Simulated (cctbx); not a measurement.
# EuSi4Sn2: solution and refinement

Cell a = 4.7140 Å, b = 10.6370 Å, c = 12.0050 Å, α = 90.00°, β = 90.00°, γ = 90.00°; space group Cmcm (no. 63); content Eu4 Sn8 Si16.

Simulated single-crystal data (cctbx): Ag Kα, λ = 0.56087 Å, to d = 0.65 Å, 70 % of the full sphere, strongest reflection 40000 counts, noise from counting, a 4 % proportional error and a noise floor of 2 counts (s.d.); no absorption.

1 earlier start (other random phases, and plain and normalised amplitudes in turn) led nowhere (symmetry correlation 0.82).

Charge flipping in P1 on plain amplitudes to 0.9 Å, δ = 1.1 σ, 30 % of the reflections treated as weak, 200 cycles:

```text
cycle      R  skewness
    0  0.599     0.36
   16  0.406     4.27
   32  0.347     4.41
   48  0.350     4.23
   64  0.337     4.19
   80  0.349     4.22
   96  0.343     4.33
  112  0.350     4.27
  128  0.342     4.21
  144  0.368     4.09
  160  0.362     4.15
  176  0.341     4.12
  192  0.334     4.16
origin shift          correlation  skewness
 0.041 -0.005  0.367      0.870      3.18
 0.036  0.256  0.118      0.872      4.62
 0.039  0.255  0.459      0.874      2.83
 0.043  0.260  0.251      0.853      2.22
taken: symmetry correlation 0.872, skewness 4.62
peak      x       y       z  mult  height/sigma
Q1    0.0000  0.2782  0.7500    4     16.2
Q2    0.0000  0.0228  0.1049    8     10.6
Q3    0.0000  0.4392  0.1395    8      3.7
Q4    0.0000  0.4100  0.7500    4      3.4
Q5    0.0000  0.2531  0.0031    8      2.9
Q6    0.1406  0.4793  0.7500    8      2.7
Q7    0.0000  0.3052  0.0761    8      2.4
Q8    0.2496  0.0513  0.1593   16      1.7
Q9    0.0000  0.1513  0.2500    4      1.6
```

The origin is taken among those within 0.04 of the best correlation, by the skewness of the map.

Run time: 0.38 s on 1 thread of AMD EPYC 7B13 (Zen 3) (shared host), peak memory 0.07 GiB.

Q: Assign the peaks.

Heights go roughly as Z and multiplicities must add up to the content. First model: Q1 = Eu1 (4 in the cell, height 16.2), Q2 = Sn1 (8 in the cell, height 10.6), Q3 = Si1 (8 in the cell, height 3.7) and Q5 = Si2 (8 in the cell, height 2.9). Against the true structure, Q1 is Eu, Q2 is Sn, Q3 is Si and Q5 is Si; the other peaks are not atoms.

Least squares on F², isotropic:

```text
Rint 0.031, 655 unique reflections to 0.65 A
cycle     R1     wR2    GooF  max shift (A)
   1  0.4966  0.8404  29.071   0.43251
   3  0.0550  0.1689   5.842   0.00002
final R1 0.0550 wR2 0.1689 GooF 5.842  parameters 11  data/parameter 59.5
atom        x        y        z      Ueq    occ   su(xyz)  su(Uiso or U11)
Eu1    0.00000  0.27269  0.75000   0.0052  1.000  0.00007  0.0003
Sn1    0.00000  0.02290  0.10283   0.0109  1.000  0.00009  0.0003
Si1    0.00000  0.44834  0.15147   0.0120  1.000  0.00036  0.0007
Si2    0.00000  0.24591  0.03743   0.0109  1.000  0.00041  0.0007
difference map: max 12.30 min -12.18 rms 0.77
Q1    0.0000  0.0138  0.1375    8   12.30  0.43 A from Sn1
Q2    0.0000  0.0302  0.0696    8   10.99  0.41 A from Sn1
Q3    0.0000  0.2731  0.7500    4    5.12  0.00 A from Eu1
Q4    0.0000  0.4610  0.1405    8    3.31  0.19 A from Si1
Q5    0.0000  0.1075  0.1234    8    2.69  0.93 A from Sn1
```

Anisotropic refinement:

```text
Rint 0.031, 655 unique reflections to 0.65 A
cycle     R1     wR2    GooF  max shift (A)
   1  0.0551  0.1689   5.892   0.00687
   2  0.0116  0.0278   0.970   0.00000
final R1 0.0116 wR2 0.0278 GooF 0.970  parameters 22  data/parameter 29.8
atom        x        y        z      Ueq    occ   su(xyz)  su(Uiso or U11)
Eu1    0.00000  0.27268  0.75000   0.0047  1.000  0.00001  0.0001
Sn1    0.00000  0.02288  0.10290   0.0108  1.000  0.00001  0.0001
Si1    0.00000  0.44890  0.15146   0.0105  1.000  0.00006  0.0002
Si2    0.00000  0.24565  0.03691   0.0100  1.000  0.00006  0.0003
difference map: max 0.75 min -0.76 rms 0.18
Q1    0.0000  0.2802  0.2037    8    0.77  1.90 A from Si1
Q2    0.0000  0.4596  0.6676    8    0.66  0.99 A from Si1
Q3    0.1119  0.2761  0.2500    8    0.59  1.90 A from Eu1
Q4    0.0000  0.2228  0.1558    8    0.59  1.45 A from Si2
Q5    0.0000  0.3070  0.5279    8    0.54  1.02 A from Si2
Q6    0.0000  0.3268  0.7500    4    0.53  0.58 A from Eu1
```

**Reading.** The refinement ends at R1 = 0.0116, wR2 = 0.0278, GooF = 0.97, with difference density between -0.76 and 0.75 e/Å³. Every site matches the true model in element, within 0.001 Å r.m.s., up to an allowed shift of origin.

True model:

```csv
atom,mult.,x,y,z,Ueq (Å²)
Eu1,4,1/2,0.2273,1/4,0.0046
Sn1,8,0,0.0229,0.1029,0.0108
Si1,8,1/2,0.0510,0.8486,0.0105
Si2,8,0,0.2456,0.0369,0.0101
```

The model is made up (kin elements in a known structure type, no relaxation), so it says nothing on whether the phase exists.

[Middle refinement cycles are left out of these outputs.]

[Logs are printed without paths, hosts, clocks, repeated set-up lines and the standing remarks that a program may print on its own settings, such as how far it seeks lower states.]
